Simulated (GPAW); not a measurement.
Records of electronic-structure calculations.

```cif
data_cs2agsbbr6
_symmetry_space_group_name_H-M 'Fm-3m'
_symmetry_Int_Tables_number 225
_cell_length_a 11.3785
_cell_length_b 11.3785
_cell_length_c 11.3785
_cell_angle_alpha 90.000
_cell_angle_beta 90.000
_cell_angle_gamma 90.000
_cell_volume 1473.18
loop_
_atom_site_label
_atom_site_type_symbol
_atom_site_symmetry_multiplicity
_atom_site_Wyckoff_symbol
_atom_site_fract_x
_atom_site_fract_y
_atom_site_fract_z
_atom_site_occupancy
Cs1 Cs 8 c 0.25000 0.25000 0.75000 1
Ag1 Ag 4 b 0.50000 0.00000 0.00000 1
Sb1 Sb 4 a 0.00000 0.00000 0.00000 1
Br1 Br 24 e 0.24845 0.00000 0.00000 1
_calc_subject 'Cs2AgSbBr6 (Fm-3m): G0W0 with GPAW, start to end'
_calc_method 'DFT, LDA, plane waves, PAW (and 1 further level or step)'
_calc_program 'GPAW 26.7.0'
_calc_settings_of_one_run 'cutoff 450 eV, GPAW PAW setups 1.2.1 data release, 2×2×2 k-mesh, nbands 448'
_calc_cost '4 runs, 8.1 min in all on 4 MPI ranks of Intel Xeon 6975P-C (Granite Rapids), shared host (the runs of this entry)'
_calc_notes 'The cell and positions are those that the Materials Project relaxed with its own functionals (PBE, PBE+U or r2SCAN), kept fixed. Limits: no spin-orbit coupling. Bands and cutoff are finite, so the gap is not at the basis limit. The miss can reach some tenths of an eV and take either sign; the mesh is an error of its own. The 2×2×2 mesh is coarse for this cell, which bears on the long-range parts of exchange and screening.'
_calc_lda_gap '0.75 eV, indirect'
_calc_g0w0_gap_on_the_mesh '1.62 eV'
_calc_gw_settings '2×2×2 mesh, 438 bands, screening to 65 eV, Godby-Needs plasmon pole'
_calc_known_limits 'not at the basis limit; d shell near the gap, gap tends to lie low; no spin-orbit coupling; coarse k mesh'
```

[Paths, hosts, dates, memory and timing lines, banners, echoed tables and standing remarks are left out of the program output.]

[Logs are printed without paths, hosts, clocks, repeated set-up lines and the standing remarks that a program may print on its own settings, such as how far it seeks lower states.]

[Runs of the session that timed out or met a known fault of the program may be left out.]

[Hosts, paths, dates, database ids (printed as entryN), source tags and the programs' standing remarks are cut or masked in the printed files.]
